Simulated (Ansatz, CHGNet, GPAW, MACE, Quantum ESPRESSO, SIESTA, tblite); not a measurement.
# Running twisted graphene monolayer on bilayer, 87.80° (78 atoms) with GPAW

Aim: run twisted graphene monolayer on bilayer, 87.80° (78 atoms) in GPAW and see how near its forces come to a plane-wave reference, and at what cost.

Calculated with GPAW 26.7.0; the method is named at each step.

**1. Starting point**

The cell holds 78 atoms: 78 C. Its edges and angles: a = 8.870 Å, b = 8.870 Å, c = 20.690 Å, α = 90.0°, β = 90.0°, γ = 120.0°. It derives from C (graphene). Graphene (a = 2.46 Å) under graphene (a = 2.46 Å), monolayer on bilayer, commensurate cell of 13 unit cells a layer, twist 87.80 deg; facing planes 3.32, 3.37 Å apart as built; 14 Å of vacuum; minimised with a classical potential. Then every atom was moved at random, 0.03 Å r.m.s. a Cartesian component. Regions: layer 1, 26 atoms (26 C); layer 2, 26 atoms (26 C); layer 3, 26 atoms (26 C). Vacuum lies along c.

The yardstick, on the same geometry:

| Quantity | Value |
| --- | --- |
| method | Kohn-Sham DFT, PBE, SSSP efficiency 1.3.0 pseudopotentials, plane waves (Quantum ESPRESSO 7.5); sssp-pbe-1.3.0-efficiency, cutoffs 45/360 Ry, Γ point |
| r.m.s. force component | 1.586 eV/Å |
| longest force | 4.875 eV/Å |
| time | 2.7 min on 4 MPI ranks of Arm Neoverse V1, shared host |
| CPU time | 11 min |

**2. PBE, LCAO dzp, h 0.2 Å**

Method: Kohn-Sham DFT, PBE, PAW, atomic orbitals (dzp).

Contents of run.py:

```python
import numpy as np
from ase.io import read
from gpaw import GPAW, FermiDirac

atoms = read("structure.xyz")
atoms.calc = GPAW(
    mode="lcao",
    basis="dzp",
    h=0.2,
    xc="PBE",
    kpts={"size": (1, 1, 1), "gamma": True},
    occupations=FermiDirac(0.05),
    maxiter=200,
    symmetry={"point_group": False},
    txt="gpaw.txt",
)
energy = atoms.get_potential_energy(force_consistent=True)
forces = atoms.get_forces()
print(f"energy {energy:.6f} eV")
print("forces (eV/A)")
for i, (a, f) in enumerate(zip(atoms, forces)):
    print(f"{i:4d} {a.symbol:2s} {f[0]:10.5f} {f[1]:10.5f} {f[2]:10.5f}")
print(f"Fermi level {atoms.calc.get_fermi_level():.4f} eV")
for k in range(len(atoms.calc.get_ibz_k_points())):
    for s in range(atoms.calc.get_number_of_spins()):
        e = atoms.calc.get_eigenvalues(kpt=k, spin=s)
        n = np.searchsorted(e, atoms.calc.get_fermi_level())
        print(f"k {k} spin {s} levels about the Fermi level:", np.round(e[max(n - 6, 0):n], 4).tolist(), "|", np.round(e[n:n + 6], 4).tolist())
```

Contents of structure.xyz:

```xyz
78
Lattice="8.86970 0.00000 0.00000 -4.43485 7.68139 0.00000 0.00000 0.00000 20.69000" Properties=species:S:1:pos:R:3 pbc="T T T"
C 0.30432 1.34624 6.94646
C 1.33014 0.34943 6.95536
C -0.35607 3.72939 6.95163
C 0.66851 2.78051 6.92453
C -0.99075 6.07798 6.94522
C 0.02723 5.14699 6.97232
C 2.70934 0.80255 6.96177
C -0.70142 7.45924 6.94812
C 2.00925 3.15859 6.97025
C 3.07654 2.17691 6.95618
C 1.37010 5.48298 6.95350
C 2.42422 4.50629 6.96943
C 5.12584 0.20778 6.93632
C 1.74609 6.92892 6.93756
C 4.43268 2.52603 6.96860
C 5.46617 1.58321 6.95722
C 3.73858 4.89320 6.94336
C 4.79465 3.94555 6.90818
C 3.06444 7.30984 6.95391
C 4.06396 6.34383 6.94087
C 6.83379 1.98556 6.98474
C 7.80751 0.97792 6.95081
C 6.15970 4.31963 6.97046
C -1.70161 3.42137 6.99239
C -3.38246 6.67743 6.94998
C -2.41318 5.71680 6.95867
C 0.66962 2.75739 10.36445
C 1.68750 1.76050 10.36569
C -0.00457 5.08086 10.29472
C 1.00689 4.11784 10.33362
C -0.68168 7.48221 10.33507
C 0.30175 6.53471 10.36031
C 3.11149 2.14848 10.34500
C 4.10246 1.16611 10.31210
C 2.38750 4.49584 10.34479
C 3.41510 3.59120 10.27196
C 1.68187 6.87254 10.32886
C 2.74131 5.90461 10.35079
C 5.42497 1.61401 10.35100
C 6.47781 0.60176 10.24817
C 4.75137 3.92342 10.35990
C 5.81524 2.93890 10.28727
C 4.11439 6.30335 10.36652
C 5.13196 5.32989 10.32452
C 7.84481 0.95080 10.34666
C 0.05792 0.00369 10.35514
C -1.69731 3.30361 10.31397
C -0.68439 2.37923 10.34272
C -2.39575 5.69736 10.36921
C -1.34048 4.63557 10.29865
C 1.38616 0.38038 10.40397
C -2.06833 7.06642 10.32576
C -1.73265 6.93146 13.69699
C -1.35086 5.52430 13.72699
C -0.02377 5.12779 13.69512
C 0.34601 3.74744 13.72388
[... 18 atom lines left out ...]
C -2.39602 4.49400 13.76919
C 6.86417 3.17748 13.72533
C -0.69441 2.77682 13.70650
C -0.32858 1.34662 13.72037
```

On the command line:

```sh
> OMP_NUM_THREADS=1 python run.py > output.txt
```

The log of the run:

```text
energy -690.096769 eV
forces (eV/A)
   0 C     0.99703    1.40526   -0.16425
   1 C     1.50411    2.88625   -0.03961
   2 C     1.40791    2.69917    0.18234
   3 C    -0.92581   -2.84568    0.34262
   4 C    -2.67238    1.66462    0.20612
   5 C    -0.45786   -2.99222   -0.32474
   6 C    -0.04815   -1.43955   -0.13356
   7 C     1.13495    1.53953   -0.08971
   8 C     2.37848   -0.62200   -0.29801
   9 C    -1.73708   -0.70794    0.15020
  10 C     2.17149    2.79976    0.05415
  11 C    -3.14062    0.17445   -0.11154
  12 C    -0.43956   -0.74001    0.07561
  13 C    -3.25120   -2.80034    0.06240
  14 C     0.46244    2.77410   -0.46619
  15 C     0.22099   -0.47678    0.10907
  16 C     2.37321    2.79826   -0.21497
  17 C    -0.72573   -1.76818    0.72447
  18 C     0.45863   -0.49375   -0.16335
  19 C     1.86614   -3.23720    0.08565
  20 C    -0.90676    1.32794   -0.24385
  21 C     1.46612    1.69958    0.11825
  22 C    -2.41284    2.94429   -0.28982
  23 C     0.66698   -5.07373   -0.19381
[...]
70 C    -1.75143   -1.81906   -0.07537
  71 C     0.09595    0.98595    0.55907
  72 C    -2.29763    0.96019    1.64265
  73 C    -1.13986    4.61488   -0.93254
  74 C     0.52517    3.27879   -0.78052
  75 C    -2.44762   -2.46467   -0.40699
  76 C     3.33210   -1.69175    0.32275
  77 C    -1.81322    1.53402   -0.34405
Fermi level 0.5705 eV
k 0 spin 0 levels about the Fermi level: [-0.9299, -0.9014, -0.8231, -0.772, -0.7066, -0.6872] | [2.2734, 2.3715, 2.388, 2.4456, 2.4723, 2.5509]
```

gpaw.txt:

```text
Input parameters:
  mode=LCAO(),
  basis={'default': 'dzp'},
  h=0.2,
  kpts=MonkhorstPack(size=(1, 1, 1), gamma=True),
  maxiter=200,
  occupations=Occupations(name='fermi-dirac', width=0.05, fixmagmom=False),
  symmetry=Symmetry(point_group=False),
  xc=XC(name='PBE')
Unit cell  # Å
| periodic |         x |        y |         z |   lengths |     angles |
|----------|-----------|----------|-----------|-----------|------------|
|      yes |  8.869700 | 0.000000 |  0.000000 |  8.869700 |  90.000000 |
|      yes | -4.434850 | 7.681390 |  0.000000 |  8.869704 |  90.000000 |
|      yes |  0.000000 | 0.000000 | 20.690000 | 20.690000 | 119.999986 |
Number of symmetries: 1
Symmetry operations  # r_c * U_cc + t_c -> r_c
|   | kind |            matrix            |
|---|------|------------------------------|
| 0 |  E   |  1, 0, 0,  0, 1, 0,  0, 0, 1 |
BZ-sampling:
  Number of BZ points: 1
  Number of IBZ points: 1
  Monkhorst-Pack size: [1, 1, 1]
  Monkhorst-Pack shift: [0, 0, 0]
[... lines left out ...]
Reference energy: -80154.993007  # eV
eigensolver:
density mixing:
  MSR1-Mixer
occupation numbers:
  Fermi-Dirac:
    width: 0.0500  # eV
FastPoissonSolver using
    Stencil: 8*3+1=25 point O(h^6) finite-difference Laplacian
xc functional:
  name: PBE with 2 nearest neighbor stencil
interpolation: tri-quintic # 5. degree polynomial
Initialization done in: 8.298 s
convergence criteria:
- Maximum [total energy] change in last 3 cyles: 0.0005 eV / valence electron
- Maximum integral of absolute [dens]ity change: 0.0001 electrons / valence electron
- Maximum integral of absolute [eigenst]ate change: 4e-08 eV^2 / valence electron
maximum number of iterations: 200
SCF iterations
|iter     |      energy | eigst |  dens |
|---------|-------------|-------|-------|
|iter:   1| -702.242545 |      c|       |
|iter:   2| -700.416415 |      c| -0.90 |
|iter:   3| -689.952338 |      c| -0.93 |
|iter:   4| -690.124418 |      c| -1.59 |
|iter:   5| -690.122895 |      c| -2.13 |
|iter:   6| -690.097806c|      c| -2.33 |
|iter:   7| -690.096902c|      c| -3.27 |
|iter:   8| -690.096782c|      c| -3.72 |
|iter:   9| -690.096769c|      c| -4.14c|
Converged in 9 steps
SCF loop duration: 58.988 s (6.554 s/step)
Energy contributions relative to reference atoms: (reference = -80154.993007)
Energy contributions:
  Kinetic:         609.873159
  Coulomb:        -621.574886
  Zero:             13.677894
  External:          0.000000
  Xc:             -692.072935
  Entropy:          -0.000000
  Spinorbit:         0.000000
  ----------------------------
  Free energy:    -690.096769
  Extrapolated:   -690.096769
dipole moment: (-14.360152, -10.310870, 0.000535)  # |e|*Ang
Fermi level: 0.570
Eigenvalues  # (at kpt = [0.000, 0.000, 0.000])
| band index |      eig [eV] | occ [0-2] |
|------------|---------------|-----------|
|          0 |       -18.849 |     2.000 |
|        ... |               |           |
|        148 |        -1.071 |     2.000 |
|        149 |        -1.041 |     2.000 |
[...]
|        163 |         2.668 |     0.000 |
|        ... |               |           |
|        191 |         8.032 |     0.000 |
Gap: 2.961 eV
Transition (v -> c):
  (s=0, k=0, n=155, [0.00, 0.00, 0.00]) -> (s=0, k=0, n=156, [0.00, 0.00, 0.00])
No difference between direct/indirect transitions
Force computation time: 14.982  # s
timing:  # [seconds]
  Total:  82.301  # ━━━━━━━━━━━━━━━━━━━━━━━━━━━━━━━━━━━━━━━━━━━━━━━━━━━━━━━━━
  Init:    8.298  # ━━━━━╸
  SCF:    58.988  # ━━━━━━━━━━━━━━━━━━━━━━━━━━━━━━━━━━━━━━━━━
  Forces: 14.982  # ━━━━━━━━━━╸
```

Run time: 84 s. Hardware: 1 thread of Arm Neoverse V1, shared host; peak memory 0.84 GiB.

Banners, paths, timers and routine set-up lines are dropped from the logs unmarked, and long logs keep their key lines alone; longer cuts are marked.

Against the reference:

```yaml
r_m_s_force_component: 1.671 eV/Å
r_m_s_difference_of_force_components: 102.3 meV/Å
longest_difference_of_force_vectors: 328.3 meV/Å
force_difference_over_r_m_s_force: 6.452 %
slope_of_forces_against_the_reference_s: 1.053
correlation_of_force_components: 0.9994
```

Local excerpt of 10 atoms (numbers count through the whole input) about C30, picked at random; x, y, z are measured from there.

| atom | x | y | z | distance (Å) | bonds | Fx | Fy | Fz (eV/Å) |
| --- | --- | --- | --- | --- | --- | --- | --- | --- |
| C30 | 0.00 | 0.00 | 0.00 | 0.00 | 3 | 1.47 | 0.35 | -0.07 |
| C29 | -1.01 | 0.96 | -0.04 | 1.40 | 3 | -0.35 | 1.89 | 0.57 |
| C27 | -0.34 | -1.36 | 0.03 | 1.40 | 3 | 0.42 | -0.79 | -0.16 |
| C35 | 1.38 | 0.38 | 0.01 | 1.43 | 3 | -0.92 | 2.80 | -0.27 |
| C50 | -2.35 | 0.52 | -0.03 | 2.40 | 3 | -1.45 | 3.92 | 0.32 |
| C48 | -1.69 | -1.74 | 0.01 | 2.43 | 3 | 0.37 | -3.40 | 0.07 |
| C28 | 0.68 | -2.36 | 0.03 | 2.45 | 3 | 2.30 | 0.69 | 0.15 |
| C36 | 2.41 | -0.53 | -0.06 | 2.47 | 3 | -0.04 | -4.25 | 0.97 |
| C38 | 1.73 | 1.79 | 0.02 | 2.49 | 3 | -0.92 | -0.56 | -0.03 |
| C32 | -0.71 | 2.42 | 0.03 | 2.52 | 3 | 1.58 | -3.75 | -0.55 |

Atoms are counted from 1 here, from 0 in the log.

Forces lie 6.5 % from the reference's, at 0.13 times its CPU time (on 1 against 4 cores).

**3. PBE, LCAO sz(dzp), h 0.2 Å**

Method: Kohn-Sham DFT, PBE, PAW, atomic orbitals (sz(dzp)).

run.py: that of step 2 with these lines changed.

```diff
@@ -7,3 +7,3 @@
     mode="lcao",
-    basis="dzp",
+    basis="sz(dzp)",
     h=0.2,
```

structure.xyz is that of step 2.

The log of the run:

```text
energy -588.870527 eV
forces (eV/A)
   0 C     1.23217    1.86334   -0.03181
   1 C     1.69133    3.36859    0.09261
   2 C     1.63084    3.28531    0.27626
   3 C    -1.12477   -3.58281    0.34021
   4 C    -3.46320    1.54422    0.27210
   5 C    -0.57272   -3.77584   -0.08291
   6 C    -0.20450   -1.57632    0.02092
   7 C     1.19615    1.83844    0.04476
   8 C     2.69628   -0.79372   -0.07024
   9 C    -2.08253   -0.44189    0.23085
  10 C     2.79751    3.35096    0.13993
  11 C    -3.61000    0.16358    0.08906
  12 C    -0.78169   -0.92503    0.17148
  13 C    -3.87712   -3.54806    0.15159
  14 C     0.57949    3.34571   -0.21519
  15 C     0.51820   -0.50066    0.22664
  16 C     3.01377    3.53646   -0.06720
  17 C    -0.72177   -2.13620    0.65098
  18 C     0.70409   -0.44711    0.03318
  19 C     2.24139   -3.83450    0.16471
  20 C    -0.86636    2.05889   -0.02764
  21 C     1.48247    1.89300    0.20168
  22 C    -2.87688    3.41875   -0.08001
  23 C     0.72927   -5.97707    0.07726
[...]
70 C    -1.96769   -1.82088   -0.21032
  71 C     0.08167    1.27786    0.25082
  72 C    -2.57447    1.04986    1.13882
  73 C    -1.38877    5.29329   -0.74557
  74 C     0.55942    4.00933   -0.64343
  75 C    -2.87646   -2.82214   -0.48137
  76 C     3.98544   -2.37209    0.11423
  77 C    -2.07982    1.99627   -0.41512
Fermi level -1.0279 eV
k 0 spin 0 levels about the Fermi level: [-3.2316, -3.2105, -3.1606, -3.0847, -3.0393, -3.0272] | [0.1824, 0.2937, 0.3109, 0.3291, 0.382, 0.4771]
```

gpaw.txt:

```text
Input parameters:
  mode=LCAO(),
  basis={'default': 'sz(dzp)'},
  h=0.2,
  kpts=MonkhorstPack(size=(1, 1, 1), gamma=True),
  maxiter=200,
  occupations=Occupations(name='fermi-dirac', width=0.05, fixmagmom=False),
  symmetry=Symmetry(point_group=False),
  xc=XC(name='PBE')
Unit cell  # Å
| periodic |         x |        y |         z |   lengths |     angles |
[... lines left out ...]
  Fermi-Dirac:
[... lines left out ...]
convergence criteria:
- Maximum [total energy] change in last 3 cyles: 0.0005 eV / valence electron
[... lines left out ...]
Converged in 8 steps
[... lines left out ...]
  Free energy:    -588.870527
  Extrapolated:   -588.870527
dipole moment: (-14.611890, -10.332066, 0.001203)  # |e|*Ang
Fermi level: -1.028
Eigenvalues  # (at kpt = [0.000, 0.000, 0.000])
| band index |      eig [eV] | occ [0-2] |
|------------|---------------|-----------|
|          0 |       -21.628 |     2.000 |
|        ... |               |           |
|        148 |        -3.292 |     2.000 |
|        149 |        -3.264 |     2.000 |
[...]
|        163 |         0.548 |     0.000 |
|        ... |               |           |
|        191 |         5.677 |     0.000 |
Gap: 3.210 eV
Transition (v -> c):
  (s=0, k=0, n=155, [0.00, 0.00, 0.00]) -> (s=0, k=0, n=156, [0.00, 0.00, 0.00])
No difference between direct/indirect transitions
Force computation time: 3.422  # s
timing:  # [seconds]
  Total:  28.238  # ━━━━━━━━━━━━━━━━━━━━━━━━━━━━━━━━━━━━━━━━━━━━━━━━━━━━━━━━━
  Init:    7.200  # ━━━━━━━━━━━━━━╸
  SCF:    17.583  # ━━━━━━━━━━━━━━━━━━━━━━━━━━━━━━━━━━━╸
  Forces:  3.422  # ━━━━━━━
```

Wall time 30 s (1 thread); peak memory 0.67 GiB.

Against the reference:

| Item | Value |
| --- | --- |
| r.m.s. force component | 1.976 eV/Å |
| r.m.s. difference of force components | 471.7 meV/Å |
| longest difference of force vectors | 1430 meV/Å |
| force difference over r.m.s. force | 29.74 % |
| slope of forces against the reference's | 1.232 |
| correlation of force components | 0.9887 |

This is a coarse setting, run to see what it loses.

Against the first run (6.5 %), the force difference from the reference is 30 %, at 0.36 times the CPU time, with 312 basis functions against 1014: the smaller basis costs accuracy.

**4. PBE, LCAO szp(dzp), h 0.2 Å**

Method: Kohn-Sham DFT, PBE, PAW, atomic orbitals (szp(dzp)).

run.py: that of step 3 with these lines changed.

```diff
@@ -7,3 +7,3 @@
     mode="lcao",
-    basis="sz(dzp)",
+    basis="szp(dzp)",
     h=0.2,
```

structure.xyz is that of step 3.

The log of the run:

```text
energy -625.448611 eV
forces (eV/A)
   0 C     1.05187    1.47816   -0.02133
   1 C     1.43941    2.91320    0.05733
   2 C     1.42644    2.69141    0.24013
   3 C    -0.95223   -2.97421    0.31933
   4 C    -2.82755    1.47691    0.23421
   5 C    -0.40890   -3.06350   -0.10621
   6 C    -0.06578   -1.37352    0.00352
   7 C     1.01495    1.55735    0.02805
   8 C     2.26752   -0.65593   -0.08925
   9 C    -1.73230   -0.50417    0.16882
  10 C     2.26525    2.82219    0.11128
  11 C    -3.07727    0.14830    0.02906
[...]
73 C    -1.18739    4.55309   -0.61066
  74 C     0.44669    3.40296   -0.64945
  75 C    -2.47316   -2.43676   -0.40124
  76 C     3.41160   -1.90940    0.11706
  77 C    -1.75255    1.64993   -0.35009
Fermi level -0.8297 eV
k 0 spin 0 levels about the Fermi level: [-2.7769, -2.7543, -2.6896, -2.6289, -2.5752, -2.5667] | [0.38, 0.486, 0.5062, 0.5375, 0.5797, 0.6633]
```

gpaw.txt:

```text
Input parameters:
  mode=LCAO(),
  basis={'default': 'szp(dzp)'},
  h=0.2,
  kpts=MonkhorstPack(size=(1, 1, 1), gamma=True),
  maxiter=200,
  occupations=Occupations(name='fermi-dirac', width=0.05, fixmagmom=False),
  symmetry=Symmetry(point_group=False),
  xc=XC(name='PBE')
[... lines left out ...]
  Fermi-Dirac:
[... lines left out ...]
convergence criteria:
- Maximum [total energy] change in last 3 cyles: 0.0005 eV / valence electron
[... lines left out ...]
Converged in 8 steps
[... lines left out ...]
  Free energy:    -625.448611
[... lines left out ...]
Fermi level: -0.830
[... lines left out ...]
|          0 |       -20.945 |     2.000 |
|        ... |               |           |
|        148 |        -2.860 |     2.000 |
|        149 |        -2.828 |     2.000 |
[...]
|        163 |         0.749 |     0.000 |
|        ... |               |           |
|        191 |         5.849 |     0.000 |
Gap: 2.947 eV
Transition (v -> c):
  (s=0, k=0, n=155, [0.00, 0.00, 0.00]) -> (s=0, k=0, n=156, [0.00, 0.00, 0.00])
No difference between direct/indirect transitions
Force computation time: 11.524  # s
timing:  # [seconds]
  Total:  59.267  # ━━━━━━━━━━━━━━━━━━━━━━━━━━━━━━━━━━━━━━━━━━━━━━━━━━━━━━━━━
  Init:    7.430  # ━━━━━━━
  SCF:    40.280  # ━━━━━━━━━━━━━━━━━━━━━━━━━━━━━━━━━━━━━━╸
  Forces: 11.524  # ━━━━━━━━━━━
```

Wall time 61 s (1 thread); peak memory 0.81 GiB.

Numbers from this run, and their distance from the reference:

```
r.m.s. force component                  : 1.673 eV/Å
r.m.s. difference of force components   : 210.7 meV/Å
longest difference of force vectors     : 792.7 meV/Å
force difference over r.m.s. force      : 13.29 %
slope of forces against the reference's : 1.048
correlation of force components         : 0.9931
```

This is a coarse setting, run to see what it loses.

Against the first run (6.5 %), the force difference from the reference is 13 %, at 0.73 times the CPU time, with 702 basis functions against 1014: the smaller basis costs accuracy.

**5. Side by side**

Differences are against the plane-wave reference, forces as r.m.s. over components; share is that over the reference's r.m.s. force, slope the least-squares factor from reference forces to these. Total energies of different programs have different zeros and aren't compared.

| run | Δ force, r.m.s. (meV/Å) | share (%) | slope | cores | CPU time | memory (GiB) |
| --- | --- | --- | --- | --- | --- | --- |
| reference | - | - | - | 4 | 11 min | 3.1 |
| GPAW PBE, LCAO dzp, h 0.2 Å | 102 | 6.45 | 1.053 | 1 | 84 s | 0.84 |
| GPAW PBE, LCAO sz(dzp), h 0.2 Å (coarse) | 472 | 29.7 | 1.232 | 1 | 30 s | 0.67 |
| GPAW PBE, LCAO szp(dzp), h 0.2 Å (coarse) | 211 | 13.3 | 1.048 | 1 | 61 s | 0.81 |

Rows marked coarse were listed beforehand as settings not expected to be converged; some can still land near the reference.

CPU time is summed over cores on a shared host, where runs went side by side, so it is rough. Symmetry, cutoffs, thresholds, outputs and thread counts weren't matched or tuned between programs; memory under MPI is the largest rank's times the ranks.

A second geometry, displaced anew (every atom was moved at random, 0.08 Å r.m.s. a Cartesian component), gives an energy difference that all programs can be tested on. The reference puts it at 561.1 meV/atom.

| run | energy less the first geometry's (meV/atom) | error (meV/atom) | force share at the second geometry (%) |
| --- | --- | --- | --- |
| GPAW PBE, LCAO dzp, h 0.2 Å | 588.3 | 27.2 | 5.90 |
| GPAW PBE, LCAO sz(dzp), h 0.2 Å | 670.2 | 109 | 24.2 |
| GPAW PBE, LCAO szp(dzp), h 0.2 Å | 585.7 | 24.7 | 10.5 |

**6. Outcome**

- nearest in forces: GPAW PBE, LCAO dzp, h 0.2 Å, 6.5 %
- its CPU time: 84 s

**Reading.** The PBE run in local orbitals, coarse settings apart, differs by 6.5 % (GPAW PBE, LCAO dzp, h 0.2 Å); basis, grid and potentials can all enter. Runs with settings chosen to be coarse differ by 13 % (GPAW PBE, LCAO szp(dzp), h 0.2 Å) to 30 % (GPAW PBE, LCAO sz(dzp), h 0.2 Å), their programs' other errors included. Of the electronic-structure runs that take under half the reference's CPU time, GPAW PBE, LCAO dzp, h 0.2 Å comes nearest, at 6.5 % in 84 s against 11 min. GPAW PBE, LCAO sz(dzp), h 0.2 Å stiffens the forces by a factor of 1.23 while following their directions (correlation 0.989); the slopes of the 3 GPAW runs lie between 1.05 and 1.23. The energy difference between the two geometries, 561 meV/atom in the reference, is met best by GPAW PBE, LCAO szp(dzp), h 0.2 Å (coarse) (+24.7) and worst by GPAW PBE, LCAO sz(dzp), h 0.2 Å (coarse) (+109). The reference's PBE has no dispersion term, which matters for the binding between molecules or layers. One k-point is far too coarse for the carbon or group-IV sheet, and it can put spurious forces of up to about 1 eV/Å on the sheet's atoms. The electronic-structure runs sample only Γ, in a cell whose shortest periodic width is 8 Å.

[Also dropped from logs without a mark: logging warnings of Python, and SIESTA's first energy breakdown and zero terms.]

[Logs are printed without paths, hosts, clocks, repeated set-up lines and the standing remarks that a program may print on its own settings, such as how far it seeks lower states.]

[Hosts, paths, dates, database ids (printed as entryN), source tags and the programs' standing remarks are cut or masked in the printed files.]
